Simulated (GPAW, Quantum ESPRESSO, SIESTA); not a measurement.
# In-plane stress of bcc W under biaxial strain, SIESTA DZP, PBE

Calculated with SIESTA 5.4.2: PBE; DZP orbitals, shift 0.01 Ry, mesh 400 Ry; k-mesh 10×10×10. The first two cell vectors are strained alike from typed lattice constants; the third vector's length and the atoms are relaxed. The geometries are those relaxed at QE, PBE.

```
in-plane strain (%)  in-plane stress (GPa, compression positive)
                 -4                                        25.14
                 -3                                        19.82
                 -2                                        13.17
                 -1                                        6.672
                  0                                       0.2738
                 +1                                       -4.994
                 +2                                       -10.46
                 +3                                       -15.16
                 +4                                            ?
```

Task: Fit a second-order form in the logarithmic strain to the rows given and extrapolate to the withheld row.

**Working.**

With u = ln[(1 + ε)/(1 + ε0)], counted from the row at ε0 = +0 % where y0 = 0.2738, a second-order form y = y0 + a u + b u² makes v = (y − y0)/u a line in u.

| u | v |
| --- | --- |
| -0.0408220 | -609.137 |
| -0.0304592 | -641.717 |
| -0.0202027 | -638.340 |
| -0.0100503 | -636.616 |
| 0.00995033 | -529.410 |
| 0.0198026 | -542.039 |
| 0.0295588 | -522.139 |

With n = 7: mean u = -0.00603178, mean v = -588.485, Σ(u − ū)² = 0.0042136, Σ(u − ū)(v − v̄) = 7.4241. Slope b = 7.4241 / 0.0042136 = 1762.0; intercept a = v̄ − b ū = -577.86.

At the withheld row u = 0.03922, v = a + b u = -508.8, and y = y0 + u v.

Prediction at +4: -19.68 GPa. The run gave -19.12 GPa, so the fit is low by 0.56 GPa (2.9 % of the value).

The first-order term gives a biaxial modulus of 578 GPa at ε0. The second-order term makes up 14 % of v at the withheld row. Among the rows given, the largest miss of the fit is at -4, by 1.7 GPa (3.7 % of the range of the table).

Limits: The nuclei are static. The DFT runs use Fermi–Dirac occupations of width 0.1 eV, and energies are free energies. The rows don't follow a smooth parabola (r.m.s. departure 1.1 % of their range), so v is no line in u and the first-order term is poorly fixed; a kink, the k-mesh or scatter of the relaxations can each do this.

[Logs are printed without paths, hosts, clocks, repeated set-up lines and the standing remarks that a program may print on its own settings, such as how far it seeks lower states.]

[Hosts, paths, dates, database ids (printed as entryN), source tags and the programs' standing remarks are cut or masked in the printed files.]
